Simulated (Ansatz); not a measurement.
**A faulty run on P-1 (COD entry) HgC4F6, size series (44 atoms)**

Program: Ansatz 0.2.0. The cell: 4 Hg, 16 C and 24 F.

input.yaml reads:

```yaml
crystal:
  lattice:
    - [9.912, 0.0, 0.0]
    - [-3.38294, 10.95559, 0.0]
    - [-2.11542, -2.33664, 5.56312]
  atoms:
    - { symbol: Hg, position: [0.0, 0.0, 0.0] }
    - { symbol: C, position: [0.1055, 0.0655, 0.8091] }
    - { symbol: C, position: [0.3945, 0.4345, 0.1909] }
    - { symbol: C, position: [0.096, 0.162, 0.7372] }
    - { symbol: C, position: [0.404, 0.338, 0.2628] }
    - { symbol: F, position: [0.19405, 0.00635, 0.7443] }
    - { symbol: F, position: [0.30595, 0.49365, 0.2557] }
    - { symbol: F, position: [0.1653, 0.2052, 0.617] }
    - { symbol: F, position: [0.3347, 0.2948, 0.383] }
    - { symbol: F, position: [0.014, 0.22935, 0.7829] }
    - { symbol: F, position: [0.486, 0.27065, 0.2171] }
    - { symbol: Hg, position: [0.0, 0.5, 0.0] }
    - { symbol: C, position: [0.1055, 0.5655, 0.8091] }
    - { symbol: C, position: [0.3945, 0.9345, 0.1909] }
    - { symbol: C, position: [0.096, 0.662, 0.7372] }
    - { symbol: C, position: [0.404, 0.838, 0.2628] }
    - { symbol: F, position: [0.19405, 0.50635, 0.7443] }
    - { symbol: F, position: [0.30595, 0.99365, 0.2557] }
    [... 20 atom lines left out ...]
    - { symbol: F, position: [0.69405, 0.50635, 0.7443] }
    - { symbol: F, position: [0.80595, 0.99365, 0.2557] }
    - { symbol: F, position: [0.6653, 0.7052, 0.617] }
    - { symbol: F, position: [0.8347, 0.7948, 0.383] }
    - { symbol: F, position: [0.514, 0.72935, 0.7829] }
    - { symbol: F, position: [0.986, 0.77065, 0.2171] }
kpoints:
  mp_grid: { grid: [2, 1, 3] }
hamiltonian:
  xc: pbe
  pseudopotentials: { kind: paw, core: large }
scf:
  occupations: { method: fermi_dirac, width: 0.025 }
  eigensolver: { kind: { support_functions: { accuracy: medium, radius: 3.14 } } }
  max_iter: 150
output:
  forces: true
  eigenvalues: true
```

Started as:

```sh
ansatz run input.yaml --threads 4 --pin off --max-ram 8192MiB --backend cpu --events-out ev --progress --plain --runs-dir out
```

The log of the run:

```text
Warning: scf.eigensolver.kind.support_functions: disabling space-group detection — the functions' gradient is summed over unrotated k-points, so no spatial operation reduces the k-mesh or symmetrises the density; time reversal is kept, so that k and −k are solved as one point where they differ and the mesh holds both, and exact exchange and, on two spinor components, a DFT+U term hold to it where the run has them: [...]
Warning: basis.ecutwfc = 631 eV, auto-derived: no grid that the accuracy of the support functions lays serves the files at the lower one that their records recommend; a deck with other species or settings can derive another value
settings of this run that can trade accuracy for cost: scf.eigensolver.kind.support_functions [...]
Engine: ansatz 0.2.0, aarch64-unknown-linux-gnu
Pseudopotentials: kind: paw
Pseudopotential: Hg, paw, valence charge 12, recommended cutoff 420 eV (normal), Hg.paw.azcp#standard-large-core
Pseudopotential: C, paw, valence charge 4, recommended cutoff 420 eV (normal), C.paw.azcp
Pseudopotential: F, paw, valence charge 7, recommended cutoff 420 eV (normal), F.paw.azcp
[... 5 lines on functional and potentials left out ...]
Error: SCF: the radius of support functions is under 3.51 Å, the least for these sites at the functions' level (scf.eigensolver.kind.support_functions.accuracy). Use scf.eigensolver.kind: auto, or type scf.eigensolver.kind.support_functions.radius at least as long, [...]
```

Wall time 5 s (4 threads of Arm Neoverse V1, shared host); peak memory 0.29 GiB.

What is at fault here, and what would mend it?

A radius under the least that the level allows: support_functions.radius = 3.14.

The fix is to use a longer radius.

The run ended with an error.

[Logs are printed without paths, hosts, clocks, repeated set-up lines and the standing remarks that a program may print on its own settings, such as how far it seeks lower states.]

[Hosts, paths, dates, database ids (printed as entryN), source tags and the programs' standing remarks are cut or masked in the printed files.]
